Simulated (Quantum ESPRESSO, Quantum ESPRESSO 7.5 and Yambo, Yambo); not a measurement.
## Quasiparticle gap of SnO2 (Cassiterite) in Yambo

How does a plane-wave GW calculation on SnO2 (Cassiterite) run from the first input to the gap?

Main program and level: Quantum ESPRESSO 7.5 and Yambo 5.3.0; PBE and many-body steps on it, plane waves.

**What was measured.**

- Gap 3.6 eV: experimental gap quoted from earlier work; bulk crystal (quoted in “Study on the Photocatalytic Properties of Flower-Shaped SnO2”, 2022, pmc:9565917).

### Step 1. Starting point

Symmetry: P4_2/mnm, No. 136, tetragonal system. The conventional cell has a = 4.738 Å, b = 4.738 Å, c = 3.187 Å, α = 90.00°, β = 90.00°, γ = 90.00°. Nearest to Sn lie 6 O at 2.05 to 2.06 Å. O has 3 Sn at 2.05 to 2.06 Å nearest. Farther neighbours and most contacts between anions are not listed.

The cell and positions come from the Crystallography Open Database and are kept as given unless a step says otherwise.

### Step 2. Ground state

This step: Quantum ESPRESSO 7.5; DFT, PBE, plane waves, norm-conserving pseudopotentials.

The ground-state density comes first.

pw.in reads:

```
&control
  calculation = 'scf'
  prefix = 'x'
  outdir = 'o'
  pseudo_dir = 'pseudo'
/
&system
  ibrav = 0
  nat = 6
  ntyp = 2
  ecutwfc = 84.0
  nbnd = 41
  force_symmorphic = .true.
/
&electrons
  conv_thr = 1e-10
  electron_maxstep = 80
  mixing_beta = 0.5
/
ATOMIC_SPECIES
  Sn 118.71 Sn.upf
  O 15.999 O.upf
CELL_PARAMETERS angstrom
  4.7380000000 0.0000000000 0.0000000000
  0.0000000000 4.7380000000 0.0000000000
  0.0000000000 0.0000000000 3.1865000000
ATOMIC_POSITIONS crystal
  Sn 0.0000000000 0.0000000000 0.0000000000
  Sn 0.5000000000 0.5000000000 0.5000000000
  O 0.3071000000 0.3071000000 0.0000000000
  O 0.1929000000 0.8071000000 0.5000000000
  O 0.6929000000 0.6929000000 0.0000000000
  O 0.8071000000 0.1929000000 0.5000000000
K_POINTS automatic
  4 4 6 0 0 0
```

Run with:

```sh
$ OMP_NUM_THREADS=1 mpirun -n 8 pw.x -nk 8 -in pw.in > pw.out
```

The log of the run:

```text
Program PWSCF v.7.5 starts

     This program is part of the open-source Quantum ESPRESSO suite
     for quantum simulation of materials; please cite
         "P. Giannozzi et al., J. Phys.:Condens. Matter 21 395502 (2009);
         "P. Giannozzi et al., J. Phys.:Condens. Matter 29 465901 (2017);
         "P. Giannozzi et al., J. Chem. Phys. 152 154105 (2020);
     in publications or presentations arising from this work. More details at
     Message from routine setup:
     using ibrav=0 with symmetry is DISCOURAGED, use correct ibrav instead

     G-vector sticks info

     bravais-lattice index     =            0
     lattice parameter (alat)  =       8.9535  a.u.
     unit-cell volume          =     482.7259 (a.u.)^3
     number of atoms/cell      =            6
     number of atomic types    =            2
     number of electrons       =        68.00
     number of Kohn-Sham states=           41
     kinetic-energy cutoff     =      84.0000  Ry
     charge density cutoff     =     336.0000  Ry
     scf convergence threshold =      1.0E-10
     mixing beta               =       0.5000
     number of iterations used =            8  plain     mixing
     Exchange-correlation= PBE
                           (   1   4   3   4   0   0   0)

     celldm(1)=   8.953522  celldm(2)=   0.000000  celldm(3)=   0.000000
     celldm(4)=   0.000000  celldm(5)=   0.000000  celldm(6)=   0.000000

     crystal axes: (cart. coord. in units of alat)
               a(1) = (   1.000000   0.000000   0.000000 )
               a(2) = (   0.000000   1.000000   0.000000 )
               a(3) = (   0.000000   0.000000   0.672541 )

     reciprocal axes: (cart. coord. in units 2 pi/alat)
               b(1) = (  1.000000  0.000000  0.000000 )
               b(2) = (  0.000000  1.000000  0.000000 )
               b(3) = (  0.000000  0.000000  1.486898 )
     Pseudo is Norm-conserving + core correction, Zval = 22.0
     Generated using ONCVPSP code by D. R. Hamann
     Using radial grid of 1628 points,  6 beta functions with:
     Pseudo is Norm-conserving + core correction, Zval =  6.0
     Generated using ONCVPSP code by D. R. Hamann
     Using radial grid of  936 points,  5 beta functions with:
     Sn               22.00   118.71000     Sn( 1.00)
     O                 6.00    15.99900     O ( 1.00)

      8 Sym. Ops., with inversion, found

   Cartesian axes

     site n.     atom                  positions (alat units)
         1        Sn     tau(   1) = (   0.0000000   0.0000000   0.0000000  )
         2        Sn     tau(   2) = (   0.5000000   0.5000000   0.3362706  )
         3        O      tau(   3) = (   0.3071000   0.3071000   0.0000000  )
         4        O      tau(   4) = (   0.1929000   0.8071000   0.3362706  )
         5        O      tau(   5) = (   0.6929000   0.6929000   0.0000000  )
         6        O      tau(   6) = (   0.8071000   0.1929000   0.3362706  )

     number of k points=    28
                       cart. coord. in units 2pi/alat
        k(    1) = (   0.0000000   0.0000000   0.0000000), wk =   0.0208333
        k(    2) = (   0.0000000   0.0000000   0.2478163), wk =   0.0416667
        k(    3) = (   0.0000000   0.0000000   0.4956326), wk =   0.0416667
        k(    4) = (   0.0000000   0.0000000  -0.7434489), wk =   0.0208333
        k(    5) = (   0.0000000   0.2500000   0.0000000), wk =   0.0833333
        k(    6) = (   0.0000000   0.2500000   0.2478163), wk =   0.1666667
        k(    7) = (   0.0000000   0.2500000   0.4956326), wk =   0.1666667
        k(    8) = (   0.0000000   0.2500000  -0.7434489), wk =   0.0833333
        k(    9) = (   0.0000000  -0.5000000   0.0000000), wk =   0.0416667
        k(   10) = (   0.0000000  -0.5000000   0.2478163), wk =   0.0833333
     [... 16 further rows ...]
        k(   27) = (  -0.2500000   0.2500000  -0.4956326), wk =   0.0833333
        k(   28) = (  -0.2500000   0.2500000   0.7434489), wk =   0.0416667

     Dense  grid:    50163 G-vectors     FFT dimensions: (  54,  54,  36)

     Initial potential from superposition of free atoms

     starting charge      67.9969, renormalised to      68.0000
     Starting wfcs are   42 randomized atomic wfcs

     per-process dynamical memory:    51.7 Mb

     Self-consistent Calculation

     iteration #  1     ecut=    84.00 Ry     beta= 0.50

     total energy              =   -1018.13327216 Ry
     estimated scf accuracy    <       1.58374028 Ry

     iteration #  2     ecut=    84.00 Ry     beta= 0.50

     total energy              =   -1018.59944136 Ry
     estimated scf accuracy    <       0.26065755 Ry

     iteration #  3     ecut=    84.00 Ry     beta= 0.50

     total energy              =   -1018.64052076 Ry
     estimated scf accuracy    <       0.01141285 Ry

     iteration #  4     ecut=    84.00 Ry     beta= 0.50

     total energy              =   -1018.64131870 Ry
     estimated scf accuracy    <       0.00142362 Ry

     iteration #  5     ecut=    84.00 Ry     beta= 0.50

     total energy              =   -1018.64164191 Ry
     estimated scf accuracy    <       0.00005581 Ry

     iteration #  6     ecut=    84.00 Ry     beta= 0.50

     total energy              =   -1018.64165341 Ry
     estimated scf accuracy    <       0.00000783 Ry

     iteration #  7     ecut=    84.00 Ry     beta= 0.50

     total energy              =   -1018.64165361 Ry
     estimated scf accuracy    <       0.00000331 Ry

     iteration #  8     ecut=    84.00 Ry     beta= 0.50

     total energy              =   -1018.64165420 Ry
     estimated scf accuracy    <       0.00000002 Ry

     iteration #  9     ecut=    84.00 Ry     beta= 0.50

     total energy              =   -1018.64165421 Ry
     estimated scf accuracy    <       0.00000003 Ry

     iteration # 10     ecut=    84.00 Ry     beta= 0.50

     total energy              =   -1018.64165422 Ry
     estimated scf accuracy    <          4.6E-10 Ry

     iteration # 11     ecut=    84.00 Ry     beta= 0.50

     total energy              =   -1018.64165422 Ry
     estimated scf accuracy    <          1.1E-10 Ry

     iteration # 12     ecut=    84.00 Ry     beta= 0.50

     End of self-consistent calculation

          k = 0.0000 0.0000 0.0000 (  6273 PWs)   bands (ev):

  -116.6531-116.6530 -72.4822 -72.4822 -72.4387 -72.4387 -72.4344 -72.4341
    -9.9067  -9.1569  -8.8803  -8.8568  -8.8568  -8.7679  -8.7332  -8.6461
    -8.6172  -8.6172  -7.6530  -5.7960  -5.7960  -4.0334   3.1540   7.1940
     7.1940   7.2830   8.1552   9.1990   9.2874   9.9986   9.9986  10.4825
    10.4825  11.2481  12.5370  17.3902  17.6411  17.6411  21.7569  21.9036
    23.3747

          k = 0.0000 0.0000 0.2478 (  6277 PWs)   bands (ev):

  -116.6530-116.6530 -72.4821 -72.4821 -72.4387 -72.4387 -72.4354 -72.4352
    -9.7760  -9.1012  -9.1012  -9.0055  -8.8312  -8.7904  -8.7226  -8.6499
    -8.6499  -8.6476  -7.5037  -5.3859  -5.3859  -4.2443   3.1299   7.0882
     7.4431   7.4431   7.6807   8.3370   9.0503   9.0907   9.0907  10.4977
    10.4977  11.0216  14.0173  17.8911  18.7208  18.7208  20.5204  23.2600
    23.2600

          k = 0.0000 0.0000 0.4956 (  6270 PWs)   bands (ev):

  -116.6529-116.6528 -72.4819 -72.4819 -72.4385 -72.4385 -72.4376 -72.4374
    -9.4898  -9.4898  -9.4681  -8.9444  -8.7143  -8.7028  -8.7028  -8.6967
    -8.6919  -8.6533  -6.9425  -4.9144  -4.6465  -4.6465   3.2629   5.5882
     7.0161   7.5397   7.5397   8.2453   8.2453   8.2988   8.8538  10.2614
    10.2614  10.4100  16.0631  18.1928  20.1446  20.7039  20.7039  22.4483
    22.8378

          k = 0.0000 0.0000-0.7434 (  6274 PWs)   bands (ev):

     [... further k-points ...]

     highest occupied, lowest unoccupied level (ev):    11.2481   12.5370

!    total energy              =   -1018.64165422 Ry
     estimated scf accuracy    <          4.3E-12 Ry

     The total energy is the sum of the following terms:
     one-electron contribution =    -597.46508537 Ry
     hartree contribution      =     317.66477357 Ry
     xc contribution           =    -142.16184700 Ry
     ewald contribution        =    -596.67949541 Ry

     convergence has been achieved in  12 iterations

     XML data file, charge density, pseudopotentials, collected wavefunctions

=------------------------------------------------------------------------------=
   JOB DONE.
=------------------------------------------------------------------------------=
```

Run time: 18 s. Hardware: 8 MPI ranks of Arm Neoverse V2, shared host; peak memory 0.8 GiB; 2.4 min of CPU time.

This step gave:

```yaml
total_energy: -13859.3257 eV
gap: 1.289 eV
k_of_the_valence_top: 0, 0, 0
k_of_the_conduction_bottom: 0, 0, 0
least_direct_gap: 1.289 eV
```

The gap is direct, at Γ.

### Step 3. Bands along the symmetry lines

The cheap functional maps the bands first; the places of the edges decide which points the dearer methods must see.

pw.in reads:

```
&control
  calculation = 'bands'
  prefix = 'x'
  outdir = 'o'
  pseudo_dir = 'pseudo'
/
&system
  ibrav = 0
  nat = 6
  ntyp = 2
  ecutwfc = 84.0
  nbnd = 40
  force_symmorphic = .true.
/
&electrons
  conv_thr = 1e-9
  electron_maxstep = 80
  diago_full_acc = .true.
  diago_thr_init = 5e-6
/
ATOMIC_SPECIES
  Sn 118.71 Sn.upf
  O 15.999 O.upf
CELL_PARAMETERS angstrom
  4.7380000000 0.0000000000 0.0000000000
  0.0000000000 4.7380000000 0.0000000000
  0.0000000000 0.0000000000 3.1865000000
ATOMIC_POSITIONS crystal
  Sn 0.0000000000 0.0000000000 0.0000000000
  Sn 0.5000000000 0.5000000000 0.5000000000
  O 0.3071000000 0.3071000000 0.0000000000
  O 0.1929000000 0.8071000000 0.5000000000
  O 0.6929000000 0.6929000000 0.0000000000
  O 0.8071000000 0.1929000000 0.5000000000
K_POINTS crystal
  75
  0.00000000 0.00000000 0.00000000 1
  0.00000000 0.06250000 0.00000000 1
  0.00000000 0.12500000 0.00000000 1
  0.00000000 0.18750000 0.00000000 1
  0.00000000 0.25000000 0.00000000 1
  0.00000000 0.31250000 0.00000000 1
  0.00000000 0.37500000 0.00000000 1
  0.00000000 0.43750000 0.00000000 1
  0.00000000 0.50000000 0.00000000 1
  0.06250000 0.50000000 0.00000000 1
  0.12500000 0.50000000 0.00000000 1
  0.18750000 0.50000000 0.00000000 1
  0.25000000 0.50000000 0.00000000 1
  0.31250000 0.50000000 0.00000000 1
  0.37500000 0.50000000 0.00000000 1
  0.43750000 0.50000000 0.00000000 1
  0.50000000 0.50000000 0.00000000 1
  0.43750000 0.43750000 0.00000000 1
  0.37500000 0.37500000 0.00000000 1
  0.31250000 0.31250000 0.00000000 1
  0.25000000 0.25000000 0.00000000 1
  0.18750000 0.18750000 0.00000000 1
  0.12500000 0.12500000 0.00000000 1
  0.06250000 0.06250000 0.00000000 1
  0.00000000 0.00000000 0.00000000 1
  0.00000000 0.00000000 0.06250000 1
  0.00000000 0.00000000 0.12500000 1
  0.00000000 0.00000000 0.18750000 1
  0.00000000 0.00000000 0.25000000 1
  0.00000000 0.00000000 0.31250000 1
  0.00000000 0.00000000 0.37500000 1
  0.00000000 0.00000000 0.43750000 1
  0.00000000 0.00000000 0.50000000 1
  0.00000000 0.06250000 0.50000000 1
  0.00000000 0.12500000 0.50000000 1
  0.00000000 0.18750000 0.50000000 1
  0.00000000 0.25000000 0.50000000 1
  0.00000000 0.31250000 0.50000000 1
  0.00000000 0.37500000 0.50000000 1
  0.00000000 0.43750000 0.50000000 1
  0.00000000 0.50000000 0.50000000 1
  0.06250000 0.50000000 0.50000000 1
  0.12500000 0.50000000 0.50000000 1
  0.18750000 0.50000000 0.50000000 1
  0.25000000 0.50000000 0.50000000 1
  0.31250000 0.50000000 0.50000000 1
  0.37500000 0.50000000 0.50000000 1
  0.43750000 0.50000000 0.50000000 1
  0.50000000 0.50000000 0.50000000 1
  0.43750000 0.43750000 0.50000000 1
  0.37500000 0.37500000 0.50000000 1
  0.31250000 0.31250000 0.50000000 1
  0.25000000 0.25000000 0.50000000 1
  0.18750000 0.18750000 0.50000000 1
  0.12500000 0.12500000 0.50000000 1
  0.06250000 0.06250000 0.50000000 1
  0.00000000 0.00000000 0.50000000 1
  0.00000000 0.50000000 0.00000000 1
  0.00000000 0.50000000 0.06250000 1
  0.00000000 0.50000000 0.12500000 1
  0.00000000 0.50000000 0.18750000 1
  0.00000000 0.50000000 0.25000000 1
  0.00000000 0.50000000 0.31250000 1
  0.00000000 0.50000000 0.37500000 1
  0.00000000 0.50000000 0.43750000 1
  0.00000000 0.50000000 0.50000000 1
  0.50000000 0.50000000 0.00000000 1
  0.50000000 0.50000000 0.06250000 1
  0.50000000 0.50000000 0.12500000 1
  0.50000000 0.50000000 0.18750000 1
  0.50000000 0.50000000 0.25000000 1
  0.50000000 0.50000000 0.31250000 1
  0.50000000 0.50000000 0.37500000 1
  0.50000000 0.50000000 0.43750000 1
  0.50000000 0.50000000 0.50000000 1
```

The log of the run:

```text
[banner, memory and clock lines left out]
Program PWSCF v.7.5 starts

     Atomic positions and unit cell read from directory:
     o/x.save/

     Message from routine setup:
     using ibrav=0 with symmetry is DISCOURAGED, use correct ibrav instead

     G-vector sticks info

     bravais-lattice index     =            0
     lattice parameter (alat)  =       8.9535  a.u.
     unit-cell volume          =     482.7259 (a.u.)^3
     number of atoms/cell      =            6
     number of atomic types    =            2
     number of electrons       =        68.00
     number of Kohn-Sham states=           40
     kinetic-energy cutoff     =      84.0000  Ry
     charge density cutoff     =     336.0000  Ry
     Exchange-correlation= PBE
                           (   1   4   3   4   0   0   0)

     celldm(1)=   8.953522  celldm(2)=   0.000000  celldm(3)=   0.000000
     celldm(4)=   0.000000  celldm(5)=   0.000000  celldm(6)=   0.000000

     crystal axes: (cart. coord. in units of alat)
               a(1) = (   1.000000   0.000000   0.000000 )
               a(2) = (   0.000000   1.000000   0.000000 )
               a(3) = (   0.000000   0.000000   0.672541 )

     reciprocal axes: (cart. coord. in units 2 pi/alat)
               b(1) = (  1.000000  0.000000  0.000000 )
               b(2) = (  0.000000  1.000000  0.000000 )
               b(3) = (  0.000000  0.000000  1.486898 )
     Pseudo is Norm-conserving + core correction, Zval = 22.0
     Generated using ONCVPSP code by D. R. Hamann
     Using radial grid of 1628 points,  6 beta functions with:
     Pseudo is Norm-conserving + core correction, Zval =  6.0
     Generated using ONCVPSP code by D. R. Hamann
     Using radial grid of  936 points,  5 beta functions with:
     Sn               22.00   118.71000     Sn( 1.00)
     O                 6.00    15.99900     O ( 1.00)

      8 Sym. Ops., with inversion, found

   Cartesian axes

     site n.     atom                  positions (alat units)
         1        Sn     tau(   1) = (   0.0000000   0.0000000   0.0000000  )
         2        Sn     tau(   2) = (   0.5000000   0.5000000   0.3362706  )
         3        O      tau(   3) = (   0.3071000   0.3071000   0.0000000  )
         4        O      tau(   4) = (   0.1929000   0.8071000   0.3362706  )
         5        O      tau(   5) = (   0.6929000   0.6929000   0.0000000  )
         6        O      tau(   6) = (   0.8071000   0.1929000   0.3362706  )

     number of k points=    75
                       cart. coord. in units 2pi/alat
        k(    1) = (   0.0000000   0.0000000   0.0000000), wk =   0.0266667
        k(    2) = (   0.0000000   0.0625000   0.0000000), wk =   0.0266667
        k(    3) = (   0.0000000   0.1250000   0.0000000), wk =   0.0266667
[...]
[... 63 further rows ...]
        k(   74) = (   0.5000000   0.5000000   0.6505178), wk =   0.0266667
        k(   75) = (   0.5000000   0.5000000   0.7434489), wk =   0.0266667

     Dense  grid:    50163 G-vectors     FFT dimensions: (  54,  54,  36)

     The potential is recalculated from file :
     o/x.save/charge-density

     Starting wfcs are   42 randomized atomic wfcs

     Band Structure Calculation

     End of band structure calculation

          k = 0.0000 0.0000 0.0000 (  6273 PWs)   bands (ev):

  -116.6531-116.6530 -72.4821 -72.4821 -72.4387 -72.4387 -72.4344 -72.4340
    -9.9067  -9.1569  -8.8803  -8.8568  -8.8568  -8.7679  -8.7331  -8.6461
    -8.6172  -8.6172  -7.6530  -5.7960  -5.7960  -4.0334   3.1540   7.1940
     7.1940   7.2830   8.1552   9.1990   9.2874   9.9986   9.9987  10.4825
[...]
k = 0.0000 0.0625 0.0000 (  6272 PWs)   bands (ev):

  -116.6531-116.6530 -72.4822 -72.4821 -72.4387 -72.4387 -72.4343 -72.4340
[...]
k = 0.0000 0.1250 0.0000 (  6286 PWs)   bands (ev):

  -116.6531-116.6530 -72.4822 -72.4822 -72.4387 -72.4387 -72.4343 -72.4340
[...]
k = 0.5000 0.5000 0.6505 (  6284 PWs)   bands (ev):

  -116.6529-116.6529 -72.4818 -72.4818 -72.4385 -72.4385 -72.4385 -72.4385
[...]
k = 0.5000 0.5000 0.7434 (  6312 PWs)   bands (ev):

  -116.6529-116.6529 -72.4818 -72.4818 -72.4387 -72.4387 -72.4385 -72.4385
[...]
6.2287   6.2287   8.7086   8.7086   8.8039   8.8039  10.2814  10.2814
    10.4229  10.4229  16.1788  16.1788  20.1786  20.1786  22.3170  22.3170

     XML data file, pseudopotentials, collected wavefunctions
```

Run time: 9.2 s. Hardware: 8 MPI ranks; peak memory 0.64 GiB; 73 s of CPU time.

This step gave:

* gap: 1.289 eV
* k of the valence top: 0, 0, 0
* k of the conduction bottom: 0, 0, 0
* least direct gap: 1.289 eV

The gap is 1.289 eV, as in the run before at this level.

Electronic bands along the path, in eV, zero at the top of the highest filled band:

```tsv
point	band 31	band 32	band 33	band 34	band 35	band 36	band 37	band 38
Γ	-1.25	-0.77	-0.77	0.00	1.29	6.14	6.39	6.39
halfway	-1.23	-1.21	-0.73	-0.28	2.57	5.69	6.65	6.82
X	-1.20	-1.20	-0.63	-0.63	4.44	4.44	7.13	7.13
halfway	-1.26	-1.26	-0.77	-0.77	4.63	4.63	7.35	7.35
M	-1.33	-1.33	-0.90	-0.90	4.83	4.83	7.55	7.55
halfway	-1.29	-1.20	-0.82	-0.48	3.34	5.42	7.01	7.10
Γ	-1.25	-0.77	-0.77	0.00	1.29	6.14	6.39	6.39
halfway	-2.54	-0.84	-0.84	-0.49	3.84	6.93	8.47	8.47
Z	-1.64	-1.64	-1.25	-1.25	6.22	6.22	9.80	9.80
halfway	-1.41	-1.41	-1.12	-1.12	6.32	6.32	8.87	8.87
R	-1.09	-1.09	-0.72	-0.72	6.48	6.48	8.11	8.11
halfway	-1.03	-1.03	-0.97	-0.97	5.53	5.53	8.75	8.75
A	-0.97	-0.97	-0.83	-0.83	4.93	4.93	8.93	8.93
halfway	-1.26	-1.24	-1.03	-1.01	5.69	6.23	8.06	9.96
Z	-1.64	-1.64	-1.25	-1.25	6.22	6.22	9.80	9.80
jump to X	-1.20	-1.20	-0.63	-0.63	4.44	4.44	7.13	7.13
halfway	-1.29	-1.29	-0.82	-0.82	5.58	5.58	8.81	8.81
R	-1.09	-1.09	-0.72	-0.72	6.48	6.48	8.11	8.11
jump to M	-1.33	-1.33	-0.90	-0.90	4.83	4.83	7.55	7.55
halfway	-0.86	-0.86	-0.86	-0.86	5.17	5.17	8.83	8.83
A	-0.97	-0.97	-0.83	-0.83	4.93	4.93	8.93	8.93
```

[end of part 1 of 3]

[Paths, hosts, dates, memory and timing lines, banners, echoed tables and standing remarks are left out of the program output.]

[Logs are printed without paths, hosts, clocks, repeated set-up lines and the standing remarks that a program may print on its own settings, such as how far it seeks lower states.]

[Runs of the session that timed out or met a known fault of the program may be left out.]

[Hosts, paths, dates, database ids (printed as entryN), source tags and the programs' standing remarks are cut or masked in the printed files.]
